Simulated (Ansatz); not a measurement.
# (KBr)1(NaI)2 [001] superlattice, started as rocksalt type: phonons and vibrational spectra, part 2 of 3

How does (KBr)1(NaI)2 [001] superlattice, started as rocksalt type vibrate, and is this structure a minimum?

Ansatz 0.2.0; DFT PBEsol, scalar-relativistic, plane waves, PAW.

So far: Starting point; Relaxation.

The structure was built from a prototype and need not be the compound's stable phase.

## (2) Relaxation (continued)

ELF in the ac plane of the conventional cell at fractional y = 0.000, with atoms of Br and I and K and Na within 0.2 Å of it. It is the smooth field of the valence electrons, not physical close to the nuclei.

Values, 24 rows by 14 columns, each cell a mean:
```
0.80 0.83 0.75 0.40 0.06 0.01 0.01 0.02 0.01 0.02 0.19 0.61 0.81 0.82
0.27 0.22 0.14 0.06 0.03 0.01 0.01 0.01 0.01 0.02 0.04 0.10 0.19 0.25
0.65 0.66 0.66 0.60 0.44 0.20 0.05 0.03 0.10 0.32 0.53 0.64 0.66 0.65
0.38 0.45 0.62 0.73 0.73 0.47 0.12 0.06 0.27 0.64 0.75 0.68 0.55 0.39
0.38 0.42 0.61 0.71 0.72 0.44 0.11 0.05 0.25 0.62 0.74 0.67 0.52 0.36
0.73 0.74 0.72 0.61 0.38 0.14 0.03 0.02 0.07 0.25 0.50 0.67 0.73 0.74
0.21 0.19 0.14 0.08 0.04 0.02 0.02 0.02 0.02 0.03 0.05 0.11 0.17 0.20
0.46 0.49 0.27 0.03 0.02 0.04 0.04 0.04 0.04 0.03 0.01 0.11 0.42 0.48
0.44 0.51 0.31 0.03 0.02 0.03 0.04 0.04 0.04 0.03 0.01 0.14 0.46 0.48
0.17 0.14 0.09 0.06 0.03 0.02 0.02 0.02 0.02 0.02 0.04 0.07 0.12 0.16
0.79 0.77 0.70 0.56 0.34 0.12 0.02 0.01 0.05 0.21 0.46 0.64 0.75 0.79
0.25 0.50 0.84 0.83 0.69 0.34 0.06 0.02 0.16 0.54 0.78 0.86 0.72 0.33
0.43 0.64 0.85 0.81 0.65 0.31 0.05 0.02 0.14 0.50 0.75 0.85 0.77 0.49
0.69 0.66 0.59 0.44 0.23 0.07 0.02 0.01 0.03 0.14 0.34 0.52 0.64 0.68
0.19 0.14 0.06 0.03 0.02 0.02 0.02 0.02 0.02 0.02 0.02 0.04 0.10 0.17
0.41 0.55 0.38 0.04 0.02 0.04 0.05 0.05 0.04 0.03 0.02 0.17 0.53 0.49
0.43 0.39 0.18 0.02 0.02 0.03 0.04 0.04 0.04 0.03 0.01 0.07 0.31 0.42
0.34 0.32 0.27 0.15 0.06 0.03 0.02 0.02 0.02 0.04 0.10 0.21 0.30 0.33
0.68 0.71 0.73 0.68 0.49 0.21 0.05 0.03 0.10 0.35 0.61 0.72 0.72 0.70
0.34 0.36 0.58 0.70 0.73 0.48 0.12 0.06 0.27 0.65 0.74 0.65 0.48 0.29
0.45 0.54 0.66 0.74 0.71 0.43 0.11 0.05 0.24 0.60 0.75 0.71 0.60 0.48
0.55 0.56 0.54 0.47 0.32 0.13 0.03 0.02 0.07 0.22 0.41 0.51 0.55 0.56
0.40 0.34 0.21 0.08 0.02 0.01 0.01 0.01 0.01 0.01 0.03 0.13 0.28 0.38
0.75 0.84 0.81 0.49 0.08 0.01 0.02 0.02 0.01 0.02 0.24 0.70 0.85 0.79
```
Columns run along a (4.6 Å), rows up along c (19.4 Å), edges of the conventional cell, whose origin can differ from the input's. Atoms in or near the plane, at fractional coordinates: Br at (0.00, 0.50), I at (0.00, 0.17), I at (0.00, 0.83), K at (0.00, 0.00), Na at (0.00, 0.66), Na at (0.00, 0.34).

In this step the volume went from 34.54 to 33.62 Å³/atom.

## (3) Tight relaxation

Phonons need a cell at rest on their own settings, so the relaxation is repeated with tight tolerances on forces and stress, using the mesh and the filling of the phonon run that follows.

File input.yaml:

```yaml
crystal:
  lattice:
    - [3.2207957981, 3.2207957981, 0.0]
    - [-3.2207957981, 3.2207957981, 0.0]
    - [3.2207957981, 0.0, 9.722475347]
  atoms:
    - { symbol: Br, position: [0.5, 0.5, 0.0] }
    - { symbol: I, position: [0.8269345084, 0.1730654916, 0.3461309832] }
    - { symbol: I, position: [0.1730654916, 0.8269345084, 0.6538690168] }
    - { symbol: K, position: [0.0, 0.0, 0.0] }
    - { symbol: Na, position: [0.3393433796, 0.6606566204, 0.3213132408] }
    - { symbol: Na, position: [0.6606566204, 0.3393433796, 0.6786867592] }
kpoints:
  mp_grid: { grid: [4, 4, 4] }
hamiltonian:
  xc: pbesol
scf:
  occupations: { method: fixed }
output:
  forces: true
  stress: true
  eigenvalues: true
relax:
  adjacent_minimum: "off"
  f_tol: 0.001
  max_steps: 60
  cell: { stress_tol: 0.01 }
```

Started as:

```bash
ansatz run input.yaml --threads 4 --pin off --max-ram 14336MiB --backend cpu --events-out ev --progress --plain --runs-dir out
```

Numbers of over 12 decimals in the logs are rounded to 6 here.

The log of the run:

```text
[...]
Crystal: 6 atoms, lattice volume = 201.713 Å³
Basis set: ecut = 420 eV, 3969 PW (Γ), exchange–correlation on 64×64×144 points (8 copies of the dense FFT grid, shifted against one another)
Bands: 41, of which v1, the nominal top of the filled ones, is band 34 counted from 1 (33 counted from 0)
Symmetry: 16 space group operations
[...]
k-points: 13 of 64
[...]
cell:  # Å, volume = 202.0175 Å³
    - [3.222915, 3.222915, 0.0]
    - [-3.222915, 3.222915, 0.0]
    - [3.222915, 0, 9.724364]
  atoms:
    - { symbol: Br, position: [0.500000, 0.500000, 0.0] }
    - { symbol: I, position: [0.826983, 0.173017, 0.346034] }
    - { symbol: I, position: [0.173017, 0.826983, 0.653966] }
    - { symbol: K, position: [0, 0, 0.0] }
    - { symbol: Na, position: [0.339365, 0.660635, 0.321270] }
    - { symbol: Na, position: [0.660635, 0.339365, 0.678730] }
[key lines of the parts left out:]
SCF converged after 6 iterations
Free energy (F): -22077.276613 eV
Fermi energy:    2.639595 eV
P = ⅓ Tr σ = -0.0008 GPa (-0.008 kbar)
```

Run time: 7 s. Hardware: 4 threads of Arm Neoverse V2, shared host; peak memory 0.58 GiB; 26 s of CPU time.

Little changed from the start: no atom moved by 0.005 Å and no cell edge by 0.1 %.

This step gave:

| Property | Result |
| --- | --- |
| pressure | -7.65e-4 GPa |
| gap on the k-mesh | 3.600 eV |
| volume per atom | 33.67 Å³ |
| direct gap on mesh | 3.600 eV |

The largest force component left is 0.36 meV/Å and the pressure is -0.001 GPa, within the tolerances set. The cell now holds 33.67 Å³/atom.

## (4) Modes at Γ

The zone centre is the only wavevector solved here; it holds the modes that light can see, as far as symmetry allows. The response to a homogeneous field gives the Born charges and the dielectric tensor, and its change with displacement the Raman tensors.

File input.yaml:

```yaml
crystal:
  lattice:
    - [3.2229149417, 3.2229149417, 0.0]
    - [-3.2229149417, 3.2229149417, 0.0]
    - [3.2229149417, 0.0, 9.7243642449]
  atoms:
    - { symbol: Br, position: [0.5, 0.5, 0.0] }
    - { symbol: I, position: [0.8269829231, 0.1730170769, 0.3460341539] }
    - { symbol: I, position: [0.1730170769, 0.8269829231, 0.6539658461] }
    - { symbol: K, position: [0.0, 0.0, 0.0] }
    - { symbol: Na, position: [0.3393648012, 0.6606351988, 0.3212703976] }
    - { symbol: Na, position: [0.6606351988, 0.3393648012, 0.6787296024] }
kpoints:
  mp_grid: { grid: [4, 4, 4] }
hamiltonian:
  xc: pbesol
scf:
  occupations: { method: fixed }
output:
  eigenvalues: true
phonons:
  method: dfpt
  dielectric: true
  rigid_motions: translations
  raman: true
```

The log of the run:

```text
Warning: crystal.symmetry: narrowed to the stabiliser of the run's FFT grids — unitary ops 16 → 4. A phonons.method: dfpt run fills in the rows of the dynamical matrix that it does not solve by its symmetry operations, which is exact only for operations that map its FFT grids onto themselves: filled in by any other, the frequencies could depend on the order in which like atoms are typed, or, by more than the grids' own error, on where the crystal sits among the grids' points. Excluded: 12 operations. The run can therefore solve more perturbations, solve them on more k-points, or both, and cost more. [rest of the remark cut]
[...]
Crystal: 6 atoms, lattice volume = 202.017 Å³
Basis set: ecut = 420 eV, 3985 PW (Γ), exchange–correlation on 64×64×144 points (8 copies of the dense FFT grid, shifted against one another)
Bands: 41, of which v1, the nominal top of the filled ones, is band 34 counted from 1 (33 counted from 0)
Symmetry: 16 space group operations
k-points: 36 of 64 (irreducible under 1 space group operation, time reversal used)
[...]
SCF iter   1: F=—  HF=-22077.281688 eV  |F-HF|=—  |Δ(HF+E_count)|=         —  Δρ=2.13e-3  dr2=7.92e-3  ethr=1.77e-3  ⟨swp⟩=5.8  Hψ=5252  notcnv=0  defer=157
[...]
SCF iter   9: F=-22077.276613 eV  HF=-22077.276613 eV  |F-HF|=0.00e0  |Δ(HF+E_count)|=  7.86e-10  Δρ=1.12e-7  dr2=3.74e-11  ethr=1.00e-12  ⟨swp⟩=18.8  Hψ=11409  notcnv=0
SCF 1 converged in 9 iterations: F = -22077.276613 eV  dr2 = 3.74e-11
[...]
NSCF: frozen V_eff on 3 k-points
DFPT response loops at Γ: preconditioner auto → Resta (q_TF=auto, 2.276 Å⁻¹)  ε∞=4.1 (no band partly filled); β = 1.00, the filter's whole step (`scf.mixing.beta` (0.50) is not read by the response loops at its default; to damp them type it under 1.00, their step now; it binds the ground state too); Broyden in place of MSR1
── the response to a field inside a basis, on 8×8×4 k-points: an SCF that follows is theirs, and a resumed run solves both again ──
Bands: 35, of which v1, the nominal top of the filled ones, is band 34 counted from 1 (33 counted from 0)
k-points: 72 of 256 (irreducible under 4 space group operations)
[...]
Eigensolver: Dense (72 Hₖ)
SCF iter   1: F=—  HF=-22077.222239 eV  |F-HF|=—  |Δ(HF+E_count)|=         —  Δρ=1.77e-4  dr2=2.81e-5  ethr=1.00e-1
[...]
SCF iter   6: F=-22077.222263 eV  HF=-22077.222263 eV  |F-HF|=8.00e-11  |Δ(HF+E_count)|=   1.08e-9  Δρ=1.87e-7  dr2=5.96e-11  ethr=1.15e-12
SCF 1 converged in 6 iterations: F = -22077.222263 eV  dr2 = 5.96e-11
[...]
WARN: field response: ε∞ stands inside a basis, on 8×8×4 points; the force constants stand on the 4×4×4 k-mesh, whose period is 11.48 times the interband length at k = (0.0000, 0.0000, 0.0000), direct gap 3.600 eV, under 14: take them and everything formed from them as unconverged, and compare with a denser kpoints.mp_grid
SCF converged after 9 iterations
Free energy (F): -22077.276613 eV
[...]
Internal energy: -22077.276613 eV  (E = F + TS)
E sigma→0 (E₀):  -22077.276613 eV
Fermi energy:    2.639596 eV
[...]
--- Band table (eV; the first three rows and the last of 36) ---
  k-point 0: bands = [... 30 lower, 2.0951, 2.5316, 2.6396, 2.6396, 6.2397, 7.7557, 8.1171, 8.5087, ... 3 higher]
  k-point 1: bands = [... 30 lower, 2.1323, 2.3229, 2.6147, 2.6147, 6.5440, 7.6089, 8.0011, 8.3350, ... 3 higher]
  k-point 2: bands = [... 30 lower, 2.1705, 2.1705, 2.5867, 2.5867, 7.1769, 7.2068, 7.9305, 7.9404, ... 3 higher]
  k-point 35: bands = [... 30 lower, 1.6763, 1.8805, 1.8823, 2.0543, 7.4466, 7.9049, 8.0262, 8.5972, ... 3 higher]
--- Phonons (Γ-DFPT): 12 representative perturbations + reference, on 36 of 64 k-points (Σ response iterations 41) ---
  ASR residual: 1.493e-4 → 0.000e0 eV/Å²; symmetrization residual: 1.483e-5 eV/Å²
  The last average, over the group as it would stand without the narrowing to the FFT grids, took up to 2.937e-6 eV/Å² of the zone centre's force constants
  ASR residual per site (eV/Å²): 1.49e-4 1.01e-5 1.01e-5 7.72e-5 9.22e-5 9.22e-5
  Γ frequencies (cm⁻¹): 0.00 0.00 0.00 33.90 33.90 35.10 35.10 64.01 76.48 103.52 112.15 112.15 113.44 113.44 116.51 126.94 126.94 136.65
  ε∞ (high-frequency dielectric tensor):
        3.184399     0.000000     0.000000
        0.000000     3.184399     0.000000
        0.000000     0.000000     3.141813
  ε⁰ (static dielectric tensor: ions relaxed, cell fixed):
        6.983422    -0.000000    -0.000000
       -0.000000     6.983422    -0.000000
       -0.000000    -0.000000     8.445594
  ε⁰ − ε∞ (ionic part):
        3.799022    -0.000000    -0.000000
       -0.000000     3.799022    -0.000000
       -0.000000    -0.000000     5.303782
  softest optical mode at Γ: 33.90 cm⁻¹; the repairs (sum rule, projections) moved no ω² at Γ by more than (2.21 cm⁻¹)²
  Born effective charges Z* (e; rows j = field, columns β = displacement):
    site 0:
        -1.13229   -0.00000    0.00000
        -0.00000   -1.13229    0.00000
        -0.00000    0.00000   -1.34459
    site 1:
        -1.18832   -0.00000    0.00000
        -0.00000   -1.18832    0.00000
        -0.00000    0.00000   -1.05224
    site 2:
        -1.18832    0.00000   -0.00000
        -0.00000   -1.18832    0.00000
         0.00000    0.00000   -1.05224
    site 3:
         1.09030    0.00000    0.00000
         0.00000    1.09030    0.00000
        -0.00000    0.00000    1.18148
    site 4:
         1.20931   -0.00000    0.00000
         0.00000    1.20931    0.00000
        -0.00000   -0.00000    1.13380
    site 5:
         1.20931    0.00000    0.00000
         0.00000    1.20931    0.00000
         0.00000    0.00000    1.13380
  Z* charge neutrality: 1.049e-2 e pre-enforcement
  solved inside a basis spanned on kpoints, on 8×8×4 k-points: ε∞ is read to err by 1.1e-2, Z* by 2.1e-2 e (field_mesh: kpoints solves on kpoints); Z* is corrected for what the basis lacks
  Raman tensors (in the event stream and the table raman_tensors.tsv): an entry may err by 1.1e-1 Å², one of the second-order susceptibility by 1.7e-19 pm/V (basis, points and sum rule); their sum over the sites missed zero by 2.220e-16 Å² ahead of its enforcement
  optical modes at Γ without the LO–TO term, one row a degenerate level:
      ω (cm⁻¹)  modes    IR ((D/Å)²/amu)  static Raman (Å⁴/amu)  depolarisation
         33.90      2             0.0363                 0.0000               —
         35.10      2             0.0000                 0.4714           0.750
         64.01      1             0.8305                 0.0000               —
         76.48      1             0.0000                 0.9653           0.161
        103.52      1             2.8257                 0.0000               —
        112.15      2             7.4099                 0.0000               —
        113.44      2             0.0000                 0.0714           0.750
        116.51      1             0.0000                 3.0960           0.012
        126.94      2             1.5942                 0.0000               —
        136.65      1             0.6721                 0.0000               —
  optical modes at Γ + LO–TO along q̂ = [1.0000, 0.0000, 0.0000]:
      ω (cm⁻¹)  modes    IR ((D/Å)²/amu)  static Raman (Å⁴/amu)  depolarisation
         33.90      1             0.0181                 0.0000               —
         34.29      1             0.0036                 0.0000               —
         35.10      2             0.0000                 0.4714           0.750
         64.01      1             0.8305                 0.0000               —
         76.48      1             0.0000                 0.9653           0.161
        103.52      1             2.8257                 0.0000               —
        112.15      1             3.7050                 0.0000               —
        113.44      2             0.0000                 0.0714           0.750
        116.51      1             0.0000                 3.0960           0.012
        123.88      1             0.0496                 0.0000               —
        126.94      1             0.7971                 0.0000               —
        136.65      1             0.6721                 0.0000               —
        168.24      1             4.4670                 0.0000               —
  optical modes at Γ + LO–TO along q̂ = [0.0000, 1.0000, 0.0000]:
      ω (cm⁻¹)  modes    IR ((D/Å)²/amu)  static Raman (Å⁴/amu)  depolarisation
         33.90      1             0.0181                 0.0000               —
         34.29      1             0.0036                 0.0000               —
         35.10      2             0.0000                 0.4714           0.750
         64.01      1             0.8305                 0.0000               —
         76.48      1             0.0000                 0.9653           0.161
        103.52      1             2.8257                 0.0000               —
        112.15      1             3.7050                 0.0000               —
        113.44      2             0.0000                 0.0714           0.750
        116.51      1             0.0000                 3.0960           0.012
        123.88      1             0.0496                 0.0000               —
        126.94      1             0.7971                 0.0000               —
        136.65      1             0.6721                 0.0000               —
        168.24      1             4.4670                 0.0000               —
  optical modes at Γ + LO–TO along q̂ = [0.0000, 0.0000, 1.0000]:
      ω (cm⁻¹)  modes    IR ((D/Å)²/amu)  static Raman (Å⁴/amu)  depolarisation
         33.90      2             0.0363                 0.0000               —
         35.10      2             0.0000                 0.4714           0.750
         71.25      1             0.0924                 0.0000               —
         76.48      1             0.0000                 0.9653           0.161
        112.15      2             7.4099                 0.0000               —
        113.44      2             0.0000                 0.0714           0.750
        116.51      1             0.0000                 3.0960           0.012
        126.94      2             1.5942                 0.0000               —
        127.55      1             0.4149                 0.0000               —
        163.36      1             3.8211                 0.0000               —
```

Elapsed: 14 min, on 4 threads; peak memory 3.4 GiB; 56 min of CPU time.

This step gave:

```
sum-rule residual before enforcement                    : 1.49e-4 eV/Å²
miss of the charge sum rule                             : 0.01049 e
estimated error of the dielectric tensor                : 0.01116
estimated error of the Born charges                     : 0.02118 e
point group                                             : 4/mmm
highest optical mode at the zone centre (no LO-TO term) : 136.7 cm⁻¹
lowest optical zone-centre mode                         : 33.9 cm⁻¹
mean high-frequency dielectric constant                 : 3.170
largest Born charge (third of the trace)                : -1.203 e
mean static dielectric constant                         : 7.471
top of the zone-centre spectrum with the field          : 168.2 cm⁻¹
```

(Continued in part 3 of 3.)

[Logs are printed without paths, hosts, clocks, repeated set-up lines and the standing remarks that a program may print on its own settings, such as how far it seeks lower states.]

[Hosts, paths, dates, database ids (printed as entryN), source tags and the programs' standing remarks are cut or masked in the printed files.]
